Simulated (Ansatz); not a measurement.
# What Y2SOF2 (built on the sites of a database entry of YSF) distorts into, part 2 of 3

Aim: this structure of Y2SOF2 (built on the sites of a database entry of YSF) is to be tested for unstable modes, and one is followed downhill.

Ansatz 0.2.0; DFT PBEsol, scalar-relativistic, plane waves, PAW.

So far. Step 4 (The mode frozen in, largest atomic shift 0.22 Å): The run ends at a pressure of 1.56 GPa, with forces up to 0.14 eV/Å. Step 5 (Energy along the mode, all amplitudes (two of the runs …): The lowest of the steps tried is at 0.22 Å, 3.44 meV/atom below the parent; the bottom of the well need not coincide with a step.

The structure was built from a prototype and need not be the compound's stable phase.

## 6. Relaxation from the frozen mode

Starting from the lowest point found, all atoms and the cell are let go, so that strain and other modes of the same symmetry can join in.

The input, input.yaml:

```yaml
crystal:
  lattice:
    - [3.4651963628, 0.0, 0.0]
    - [0.0, 3.4651963628, 0.0]
    - [0.0, 0.0, 7.1008233715]
  atoms:
    - { symbol: "Y", position: [0.0, 0.4940221081, 0.2022743338] }
    - { symbol: "Y", position: [0.5, 0.0233298388, 0.7487887792] }
    - { symbol: O, position: [0.0, 0.4365115344, 0.6950974598] }
    - { symbol: S, position: [0.5, -0.0091231643, 0.3631213668] }
    - { symbol: F, position: [0.0, -0.0097599587, 0.9953590302] }
    - { symbol: F, position: [0.5, 0.4974195128, 0.9953590302] }
kpoints:
  mp_grid: { grid: [8, 8, 4] }
hamiltonian:
  xc: pbesol
scf:
  occupations: { method: fixed }
output:
  forces: true
  stress: true
  eigenvalues: true
  write_density: true
  write_potential: true
  elf: true
  volumetric_format: npy
relax:
  adjacent_minimum: "off"
  f_tol: 0.002
  max_steps: 120
  cell: { stress_tol: 0.03 }
```

On the command line:

```sh
$ ansatz run input.yaml --threads 8 --pin off --max-ram 14336MiB --backend cpu --events-out ev --progress --plain --runs-dir out
```

Numbers of over 12 decimals in the logs are rounded to 6 here.

The log of the run:

```text
[...]
Crystal: 6 atoms, lattice volume = 85.264 Å³
Basis set: ecut = 420 eV, 1643 PW (Γ), exchange–correlation on 48×48×96 points (8 copies of the dense FFT grid, shifted against one another)
Bands: 30, of which v1, the nominal top of the filled ones, is band 24 counted from 1 (23 counted from 0)
Symmetry: 2 space group operations
[...]
k-points: 90 of 256 (time reversal used)
[...]
SCF iter   1: F=—  HF=-10648.373951 eV  |F-HF|=—  |Δ(HF+E_count)|=         —  Δρ=1.57e-2  dr2=1.70e-1  ethr=1.77e-3  ⟨swp⟩=5.0  Hψ=10470  notcnv=0  defer=335
[...]
SCF iter   8: F=-10648.334875 eV  HF=-10648.334875 eV  |F-HF|=1.19e-8  |Δ(HF+E_count)|=   1.15e-7  Δρ=1.07e-5  dr2=3.60e-8  ethr=2.08e-10  ⟨swp⟩=13.4  Hψ=20601  notcnv=0
SCF 1 converged in 8 iterations: F = -10648.334875 eV  dr2 = 3.60e-8
[...]
relax step   1: F+E_penalty+E_count = -10648.33487508 eV  Δ(F+E_penalty+E_count) = +0.000e0 eV  max|allowed force component| = 1.328e-1 eV/Å  Δτ_max = 0.0000 Å  P = +1.559 GPa  Ω = 85.264 Å³  (8 SCF iters, dr2 threshold 1.00e-7 eV, accepted)
Crystal: 6 atoms, lattice volume = 87.011 Å³
Basis set: ecut = 420 eV, 1695 PW (Γ), exchange–correlation on 48×48×96 points (8 copies of the dense FFT grid, shifted against one another)
[...]
iter 1 solved again at ethr=1.26e-4 eV; its pass at ethr=3.10e-3 eV (dr2=6.05e-2 eV) is discarded
[...]
SCF iter   7: F=-10648.337713 eV  HF=-10648.337713 eV  |F-HF|=1.43e-8  |Δ(HF+E_count)|=   1.98e-6  Δρ=1.74e-5  dr2=2.29e-7  ethr=1.25e-9  ⟨swp⟩=16.3  Hψ=23664  notcnv=0
SCF 2 converged in 7 iterations: F = -10648.337713 eV  dr2 = 2.29e-7
relax step   2: F+E_penalty+E_count = -10648.33771336 eV  Δ(F+E_penalty+E_count) = -2.838e-3 eV  max|allowed force component| = 4.117e-1 eV/Å  Δτ_max = 0.1098 Å  P = -1.196 GPa  Ω = 87.011 Å³  energy of the carried Pulay correction = -4.794e-3 eV  (7 SCF iters, dr2 threshold 6.00e-7 eV, accepted)
Crystal: 6 atoms, lattice volume = 86.430 Å³
Basis set: ecut = 420 eV, 1677 PW (Γ), exchange–correlation on 48×48×96 points (8 copies of the dense FFT grid, shifted against one another)
[...]
SCF iter   7: F=-10648.360696 eV  HF=-10648.360696 eV  |F-HF|=1.80e-8  |Δ(HF+E_count)|=   9.73e-8  Δρ=1.67e-5  dr2=7.13e-8  ethr=1.25e-9  ⟨swp⟩=15.6  Hψ=22561  notcnv=0
SCF 3 converged in 7 iterations: F = -10648.360696 eV  dr2 = 7.13e-8
relax step   3: F+E_penalty+E_count = -10648.36069603 eV  Δ(F+E_penalty+E_count) = -2.298e-2 eV  max|allowed force component| = 2.193e-1 eV/Å  Δτ_max = 0.0436 Å  P = -0.356 GPa  Ω = 86.430 Å³  energy of the carried Pulay correction = -3.211e-3 eV  (7 SCF iters, dr2 threshold 6.00e-7 eV, accepted)
[... from here on, the SCF cycles and remarks between the steps are left out ...]
relax step   4: F+E_penalty+E_count = -10648.37961030 eV  Δ(F+E_penalty+E_count) = -1.891e-2 eV  max|allowed force component| = 1.067e-1 eV/Å  Δτ_max = 0.0559 Å  P = +0.149 GPa  Ω = 86.556 Å³  energy of the carried Pulay correction = -3.555e-3 eV  (7 SCF iters, dr2 threshold 6.00e-7 eV, accepted)
relax step   5: F+E_penalty+E_count = -10648.37774300 eV  Δ(F+E_penalty+E_count) = +1.867e-3 eV  max|allowed force component| = 3.656e-1 eV/Å  Δτ_max = 0.1109 Å  P = +0.647 GPa  Ω = 87.440 Å³  energy of the carried Pulay correction = -5.957e-3 eV  (8 SCF iters, dr2 threshold 6.00e-7 eV, accepted)
relax step   6: F+E_penalty+E_count = -10648.39759275 eV  Δ(F+E_penalty+E_count) = -1.985e-2 eV  max|allowed force component| = 1.362e-1 eV/Å  Δτ_max = 0.0460 Å  P = -0.095 GPa  Ω = 87.049 Å³  energy of the carried Pulay correction = -4.899e-3 eV  (7 SCF iters, dr2 threshold 6.00e-7 eV, accepted)
relax step   7: F+E_penalty+E_count = -10648.43868220 eV  Δ(F+E_penalty+E_count) = -4.109e-2 eV  max|allowed force component| = 4.053e-1 eV/Å  Δτ_max = 0.1406 Å  P = -0.007 GPa  Ω = 86.060 Å³  energy of the carried Pulay correction = -2.196e-3 eV  (8 SCF iters, dr2 threshold 6.00e-7 eV, accepted)
relax step   8: F+E_penalty+E_count = -10648.58805972 eV  Δ(F+E_penalty+E_count) = -1.494e-1 eV  max|allowed force component| = 4.683e-1 eV/Å  Δτ_max = 0.1929 Å  P = +0.699 GPa  Ω = 85.726 Å³  energy of the carried Pulay correction = -1.277e-3 eV  (8 SCF iters, dr2 threshold 6.00e-7 eV, accepted)
relax step   9: F+E_penalty+E_count = -10648.57924248 eV  Δ(F+E_penalty+E_count) = +8.817e-3 eV  max|allowed force component| = 1.560e0 eV/Å  Δτ_max = 0.1953 Å  P = +3.467 GPa  Ω = 85.938 Å³  energy of the carried Pulay correction = -1.863e-3 eV  (8 SCF iters, dr2 threshold 6.00e-7 eV, rejected (line search))
relax step  10: F+E_penalty+E_count = -10648.69673435 eV  Δ(F+E_penalty+E_count) = -1.087e-1 eV  max|allowed force component| = 2.649e-1 eV/Å  Δτ_max = 0.0976 Å  P = -0.558 GPa  Ω = 87.284 Å³  energy of the carried Pulay correction = -5.536e-3 eV  (12 SCF iters, accepted)
relax step  11: F+E_penalty+E_count = -10648.71296251 eV  Δ(F+E_penalty+E_count) = -1.623e-2 eV  max|allowed force component| = 6.576e-1 eV/Å  Δτ_max = 0.0985 Å  P = +1.855 GPa  Ω = 86.903 Å³  energy of the carried Pulay correction = -4.503e-3 eV  (7 SCF iters, dr2 threshold 6.00e-7 eV, accepted)
relax step  12: F+E_penalty+E_count = -10648.74419058 eV  Δ(F+E_penalty+E_count) = -3.123e-2 eV  max|allowed force component| = 6.405e-1 eV/Å  Δτ_max = 0.1500 Å  P = -1.967 GPa  Ω = 88.746 Å³  energy of the carried Pulay correction = -9.462e-3 eV  (8 SCF iters, dr2 threshold 6.00e-7 eV, accepted)
relax step  13: F+E_penalty+E_count = -10648.75645170 eV  Δ(F+E_penalty+E_count) = -1.226e-2 eV  max|allowed force component| = 4.059e-1 eV/Å  Δτ_max = 0.0632 Å  P = -0.627 GPa  Ω = 88.281 Å³  energy of the carried Pulay correction = -8.220e-3 eV  (7 SCF iters, dr2 threshold 6.00e-7 eV, accepted)
relax step  14: F+E_penalty+E_count = -10648.76936085 eV  Δ(F+E_penalty+E_count) = -1.291e-2 eV  max|allowed force component| = 1.658e-1 eV/Å  Δτ_max = 0.0692 Å  P = +0.201 GPa  Ω = 87.807 Å³  energy of the carried Pulay correction = -6.949e-3 eV  (7 SCF iters, dr2 threshold 6.00e-7 eV, accepted)
relax step  15: F+E_penalty+E_count = -10648.77655446 eV  Δ(F+E_penalty+E_count) = -7.194e-3 eV  max|allowed force component| = 4.928e-2 eV/Å  Δτ_max = 0.0564 Å  P = +0.048 GPa  Ω = 87.938 Å³  energy of the carried Pulay correction = -7.299e-3 eV  (7 SCF iters, dr2 threshold 6.00e-7 eV, accepted)
relax step  16: F+E_penalty+E_count = -10648.77711758 eV  Δ(F+E_penalty+E_count) = -5.631e-4 eV  max|allowed force component| = 3.027e-2 eV/Å  Δτ_max = 0.0192 Å  P = -0.138 GPa  Ω = 87.965 Å³  energy of the carried Pulay correction = -7.372e-3 eV  (5 SCF iters, dr2 threshold 4.69e-7 eV, accepted)
relax step  17: F+E_penalty+E_count = -10648.77752623 eV  Δ(F+E_penalty+E_count) = -4.087e-4 eV  max|allowed force component| = 1.728e-3 eV/Å  Δτ_max = 0.0071 Å  P = +0.003 GPa  Ω = 87.911 Å³  energy of the carried Pulay correction = -7.228e-3 eV  (5 SCF iters, dr2 threshold 1.27e-7 eV, accepted)
relax step  18: F+E_penalty+E_count = -10648.94046835 eV  Δ(F+E_penalty+E_count) = -1.629e-1 eV  max|allowed force component| = 5.886e-3 eV/Å  Δτ_max = 0.0000 Å  P = +2.324 GPa  Ω = 87.911 Å³  stress off target by 3.92e0 GPa  SCF on the basis re-selected at this cell (its energy is not comparable with the rows above)  (10 SCF iters)
relax step  19: F+E_penalty+E_count = -10648.97212138 eV  Δ(F+E_penalty+E_count) = -3.165e-2 eV  max|allowed force component| = 5.204e-2 eV/Å  Δτ_max = 0.0550 Å  P = +0.455 GPa  Ω = 89.312 Å³  energy of the carried Pulay correction = -3.792e-3 eV  (7 SCF iters, dr2 threshold 6.00e-7 eV, accepted)
relax step  20: F+E_penalty+E_count = -10648.97353168 eV  Δ(F+E_penalty+E_count) = -1.410e-3 eV  max|allowed force component| = 2.726e-2 eV/Å  Δτ_max = 0.0203 Å  P = -0.062 GPa  Ω = 89.731 Å³  energy of the carried Pulay correction = -4.909e-3 eV  (6 SCF iters, dr2 threshold 6.00e-7 eV, accepted)
relax step  21: F+E_penalty+E_count = -10648.97360487 eV  Δ(F+E_penalty+E_count) = -7.319e-5 eV  max|allowed force component| = 2.854e-2 eV/Å  Δτ_max = 0.0051 Å  P = +0.024 GPa  Ω = 89.715 Å³  energy of the carried Pulay correction = -4.866e-3 eV  (6 SCF iters, dr2 threshold 4.65e-8 eV, accepted)
relax step  22: F+E_penalty+E_count = -10648.97369098 eV  Δ(F+E_penalty+E_count) = -8.611e-5 eV  max|allowed force component| = 6.504e-3 eV/Å  Δτ_max = 0.0023 Å  P = +0.020 GPa  Ω = 89.693 Å³  energy of the carried Pulay correction = -4.809e-3 eV  (5 SCF iters, dr2 threshold 5.09e-8 eV, accepted)
relax step  23: F+E_penalty+E_count = -10648.97365055 eV  Δ(F+E_penalty+E_count) = +4.043e-5 eV  max|allowed force component| = 5.395e-4 eV/Å  Δτ_max = 0.0009 Å  P = +0.001 GPa  Ω = 89.711 Å³  energy of the carried Pulay correction = -4.856e-3 eV  (6 SCF iters, dr2 threshold 2.74e-9 eV, accepted)
relax step  24: F+E_penalty+E_count = -10648.98151620 eV  Δ(F+E_penalty+E_count) = -7.866e-3 eV  max|allowed force component| = 5.934e-4 eV/Å  Δτ_max = 0.0000 Å  P = +0.155 GPa  Ω = 89.711 Å³  stress off target by 2.98e-1 GPa  SCF on the basis re-selected at this cell (its energy is not comparable with the rows above)  (7 SCF iters)
relax step  25: F+E_penalty+E_count = -10648.98149129 eV  Δ(F+E_penalty+E_count) = +2.492e-5 eV  max|allowed force component| = 9.134e-4 eV/Å  Δτ_max = 0.0067 Å  P = +0.012 GPa  Ω = 89.829 Å³  energy of the carried Pulay correction = -3.158e-4 eV  (6 SCF iters, dr2 threshold 2.21e-7 eV, accepted)
relax step  26: F+E_penalty+E_count = -10648.98187112 eV  Δ(F+E_penalty+E_count) = -3.798e-4 eV  max|allowed force component| = 9.430e-4 eV/Å  Δτ_max = 0.0000 Å  P = +0.015 GPa  Ω = 89.829 Å³  stress off target by 3.83e-2 GPa  SCF on the basis re-selected at this cell (its energy is not comparable with the rows above)  (7 SCF iters)
relax step  27: F+E_penalty+E_count = -10648.98184198 eV  Δ(F+E_penalty+E_count) = +2.914e-5 eV  max|allowed force component| = 4.218e-4 eV/Å  Δτ_max = 0.0015 Å  P = +0.001 GPa  Ω = 89.844 Å³  energy of the carried Pulay correction = -3.733e-5 eV  (6 SCF iters, dr2 threshold 3.68e-9 eV, accepted)
[...]
SCF iter   5: F=-10648.981890 eV  HF=-10648.981890 eV  |F-HF|=2.91e-11  |Δ(HF+E_count)|=  7.69e-10  Δρ=1.80e-7  dr2=1.33e-11  ethr=1.00e-12  ⟨swp⟩=11.5  Hψ=16032  notcnv=0
SCF 28 converged in 5 iterations: F = -10648.981890 eV  dr2 = 1.33e-11
relax step  28: F+E_penalty+E_count = -10648.98188972 eV  Δ(F+E_penalty+E_count) = -4.773e-5 eV  max|allowed force component| = 4.269e-4 eV/Å  Δτ_max = 0.0000 Å  P = +0.001 GPa  Ω = 89.844 Å³  stress off target by 4.38e-3 GPa  SCF on the basis re-selected at this cell (its energy is not comparable with the rows above)  (5 SCF iters)
[...]
SCF converged after 5 iterations
Free energy (F): -10648.981890 eV
[...]
Internal energy: -10648.981890 eV  (E = F + TS)
E sigma→0 (E₀):  -10648.981890 eV
Fermi energy:    9.047325 eV
[...]
--- Forces (eV/Å), atoms counted from 1 ---
  atom   1  Y     -0.00000000    -0.00004810     0.00028671
  atom   2  Y      0.00000000     0.00009064    -0.00016498
  atom   3  O     -0.00000000    -0.00008946    -0.00023428
  atom   4  S     -0.00000000    -0.00006604     0.00002700
  atom   5  F     -0.00000000     0.00015658    -0.00034194
  atom   6  F      0.00000000    -0.00004509     0.00042680
  max |Σ_I F_I| component: 1.47e-6 eV/Å
--- Stress (GPa, compression-positive) ---
        0.004314       0.000000       0.000000
        0.000000      -0.002512       0.003527
        0.000000       0.003527       0.002267
  P = ⅓ Tr σ = 0.0014 GPa (0.014 kbar)
--- Band table (eV; the first three rows and the last of 90) ---
  k-point 0: bands = [... 20 lower, 6.9166, 7.9567, 9.0316, 9.0473, 11.2212, 12.6670, 13.2031, 14.1046, ... 2 higher]
  k-point 1: bands = [... 20 lower, 6.8683, 7.5637, 9.0128, 9.0205, 11.1129, 12.8524, 13.1454, 14.1957, ... 2 higher]
  k-point 2: bands = [... 20 lower, 6.8198, 7.1365, 8.9792, 9.0089, 10.9629, 13.0944, 13.1641, 14.0624, ... 2 higher]
  k-point 89: bands = [... 20 lower, 7.2878, 7.5128, 7.6614, 8.6319, 13.7874, 13.8613, 14.1854, 14.4865, ... 2 higher]
--- Relaxed structure (24 steps of the walk, 23 accepted, 4 SCFs on fresh bases) ---
  F+E_penalty+E_count = -10648.98188972 eV   max|allowed force component| = 4.269e-4 eV/Å   (the final SCF, on the basis selected at the relaxed cell)
  cell:  # Å, volume = 89.8436 Å³
    - [3.877728, 0.0, 0.0]
    - [0.0, 3.747493, 0.510426]
    - [0.0, 1.045957, 6.325031]
  atoms:
    - { symbol: Y, position: [0.0, 0.443002, 0.258148] }
    - { symbol: Y, position: [0.5, 0.196007, 0.752002] }
    - { symbol: O, position: [0.0, 0.269238, 0.605848] }
    - { symbol: S, position: [0.5, -0.125291, 0.394757] }
    - { symbol: F, position: [0.0, 0.059264, 1.025504] }
    - { symbol: F, position: [0.5, 0.590179, 0.963742] }
```

Run time: 94 s. Hardware: 8 threads of Arm Neoverse V2, shared host; peak memory 0.61 GiB.

The steps of the relaxation (22 of 28):

| step | energy less that of the first step (eV) | largest force component (eV/Å) | pressure (GPa) | volume (Å³) |
| --- | --- | --- | --- | --- |
| 1 | 0.0000 | 0.1328 | 1.56 | 85.26 |
| 2 | -0.0028 | 0.4117 | -1.20 | 87.01 |
| 4 | -0.0447 | 0.1067 | 0.15 | 86.56 |
| 5 | -0.0429 | 0.3656 | 0.65 | 87.44 |
| 6 | -0.0627 | 0.1362 | -0.09 | 87.05 |
| 7 | -0.1038 | 0.4053 | -0.01 | 86.06 |
| 9 | -0.2444 | 1.5596 | 3.47 | 85.94 |
| 10 | -0.3619 | 0.2649 | -0.56 | 87.28 |
| 11 | -0.3781 | 0.6576 | 1.86 | 86.90 |
| 13 | -0.4216 | 0.4059 | -0.63 | 88.28 |
| 14 | -0.4345 | 0.1658 | 0.20 | 87.81 |
| 15 | -0.4417 | 0.0493 | 0.05 | 87.94 |
| 16 | -0.4422 | 0.0303 | -0.14 | 87.96 |
| 18* | -0.6056 | 0.0059 | 2.32 | 87.91 |
| 19 | -0.6372 | 0.0520 | 0.46 | 89.31 |
| 20 | -0.6387 | 0.0273 | -0.06 | 89.73 |
| 22 | -0.6388 | 0.0065 | 0.02 | 89.69 |
| 23 | -0.6388 | 0.0005 | 0.00 | 89.71 |
| 24* | -0.6466 | 0.0006 | 0.16 | 89.71 |
| 25 | -0.6466 | 0.0009 | 0.01 | 89.83 |
| 27 | -0.6470 | 0.0004 | 0.00 | 89.84 |
| 28* | -0.6470 | 0.0004 | 0.00 | 89.84 |

Relaxation steps marked * repeat the geometry before them on a plane-wave basis chosen anew for their cell, so energy and pressure can jump there. Other such steps can lie between the rows shown. Relaxation step 9 was tried and not accepted.

The run keeps the 2 symmetry operations that it works with, so distortions that break them were not tested.

| cell as run | before | after | change |
| --- | --- | --- | --- |
| a (Å) | 3.465 | 3.878 | +11.9 % |
| b (Å) | 3.465 | 3.782 | +9.1 % |
| c (Å) | 7.101 | 6.411 | -9.7 % |
| α (°) | 90.00 | 72.85 | -19.1 % |
| volume (Å³/atom) | 14.21 | 14.97 | +5.4 % |

The atoms that moved most (Å, as changes of fractional coordinates times the final cell):

| atom | dx | dy | dz | length |
| --- | --- | --- | --- | --- |
| O3 | 0.000 | -0.720 | -0.650 | 0.970 |
| Y2 | 0.000 | 0.650 | 0.108 | 0.659 |
| S4 | 0.000 | -0.402 | 0.141 | 0.426 |
| F5 | 0.000 | 0.290 | 0.226 | 0.368 |
| Y1 | 0.000 | -0.133 | 0.327 | 0.353 |
| F6 | 0.000 | 0.315 | -0.153 | 0.350 |

The relaxed structure:

```cif
data_structure
_symmetry_space_group_name_H-M 'P 1'
_symmetry_Int_Tables_number 1
_cell_length_a 3.8777
_cell_length_b 3.7821
_cell_length_c 6.4109
_cell_angle_alpha 72.854
_cell_angle_beta 90.000
_cell_angle_gamma 90.000
_cell_volume 89.84
loop_
_atom_site_label
_atom_site_type_symbol
_atom_site_fract_x
_atom_site_fract_y
_atom_site_fract_z
_atom_site_occupancy
Y1 Y 0.00000 0.44300 0.25815 1
Y2 Y 0.50000 0.19601 0.75200 1
O3 O 0.00000 0.26924 0.60585 1
S4 S 0.50000 0.87471 0.39476 1
F5 F 0.00000 0.05926 0.02550 1
F6 F 0.50000 0.59018 0.96374 1
```

This step gave:

| Quantity | Value |
| --- | --- |
| pressure | 0.001356 GPa |
| gap on the k-mesh | 1.916 eV |
| volume per atom | 14.97 Å³ |

Electrostatic potential energy in the bc plane at fractional x = 0.000, with atoms of Y and O and F within 0.2 Å of it. With pseudopotentials it is smooth inside the atoms' cores, unlike the true potential.

Values in eV, 23 rows by 14 columns, each cell a mean:
```
-22 -29 -25  -6  11  12  12  12  11  12  12  12  12   1
  3  -5  -4   8  12  13  13  13  13  13  13  13  13  12
 13  12  12  13  13  13  13  13  13  13  13  13  13  13
 13  13  13  13  13  13  13  13  13  13  13  13  13  13
 14  13  13  13  13  14  14  14  14  14  14  14  14  14
 14  13  11  10  12  13  14  14  14  14  14  14  14  14
 13   9  -4 -10  -4   9  14  14  14  14  14  14  15  15
 13   0 -23 -34 -31 -15   8  14  15  15  15  15  15  15
 13   0 -25 -42 -43 -29  -3  13  15  15  15  15  15  15
 14   8 -14 -34 -40 -30  -8  11  15  15  15  15  15  15
 14  13   4 -15 -23 -19  -1  12  14  15  15  15  15  15
 14  13  11   6   1   1   8  11  13  14  14  14  14  14
 12  11   9   5   3   2   3   6   9  12  13  14  14  13
 11   9   5  -3 -12 -16 -13  -5   3   8  11  13  13  13
 10   7   0 -17 -31 -39 -38 -30 -13   1   7  11  12  12
 10   6  -2 -24 -40 -46 -46 -44 -30 -10   3   9  11  12
 10   7  -1 -22 -41 -46 -46 -46 -42 -22  -3   7  10  11
 11   9   3 -14 -34 -45 -46 -46 -43 -26  -6   6  10  11
 11  10   7  -2 -18 -35 -43 -44 -38 -22  -5   6   9  11
 -3   2   8   5  -2 -14 -24 -27 -23 -11   0   7   8   2
-28 -24  -9   7   6   2  -4  -6  -5   0   5   8   2 -18
-37 -36 -29  -3   9   9   6   5   5   7   8  10  -2 -26
-36 -37 -33 -10   9  11  10   9   9  10  11  11   4 -21
```
Columns run along b (3.8 Å; values clipped at the 3rd and 97th percentile), rows up along c (6.4 Å). Atoms in or near the plane, at fractional coordinates: Y at (0.44, 0.26), O at (0.27, 0.61), F at (0.06, 0.03).

Valence density in the bc plane at fractional x = 0.000, with atoms of Y and O and F within 0.2 Å of it. It is the smooth field of the valence electrons, not physical close to the nuclei.

Ten steps, logarithmic in the rise over the least value, from '_' (0 e/Å³) to '@' (12 e/Å³), each cell a mean:
```
##%%##++--..__________..--++
==++++==::..____________..--
::::--::..________________..
..........__________________
....::::....________________
::--------::..____________..
::==++**++==::..__________..
--++##%%%%**==::..________..
--++##%%%%##++--..________..
::==**%%%%##++--..__________
..::==**##**++--..__________
....--==++++==::..__________
__..::--------::....________
__..::--==++==--::..________
__..::==********==::..______
__..--++**######**==::..____
....::++**######**++--......
....::==**########++--......
--::::--++**####**++--::::::
++==--::--==++++++==--::--==
%%##**--::::------::::--++**
@@@@%%++--............--++##
@@@@@@**--..________..::==##
```
Columns run along b (3.8 Å), rows up along c (6.4 Å). Atoms in or near the plane, at fractional coordinates: Y at (0.44, 0.26), O at (0.27, 0.61), F at (0.06, 0.03).

ELF in the bc plane at fractional x = 0.000, with atoms of Y and O and F within 0.2 Å of it. It is the smooth field of the valence electrons, not physical close to the nuclei.

Ten even steps from '0' (0.01) to '9' (0.86), each cell a mean:
```
98997300000268
88986300000136
34432100000001
00000000000000
22222110000001
67777642000024
89999975200025
89977997300015
79844898410003
58975898410001
36899997410000
02577775200000
00123321000000
00135653100000
00279999620000
00499889961000
00389747983000
10169867994001
53127999983124
88522799962268
89952257631389
66885101100589
76897200000489
```
Columns run along b (3.8 Å), rows up along c (6.4 Å). Atoms in or near the plane, at fractional coordinates: Y at (0.44, 0.26), O at (0.27, 0.61), F at (0.06, 0.03).

The distorted start has space group Pm; the relaxation ends in Amm2.

(Continued in part 3 of 3.)

[Logs are printed without paths, hosts, clocks, repeated set-up lines and the standing remarks that a program may print on its own settings, such as how far it seeks lower states.]

[Hosts, paths, dates, database ids (printed as entryN), source tags and the programs' standing remarks are cut or masked in the printed files.]
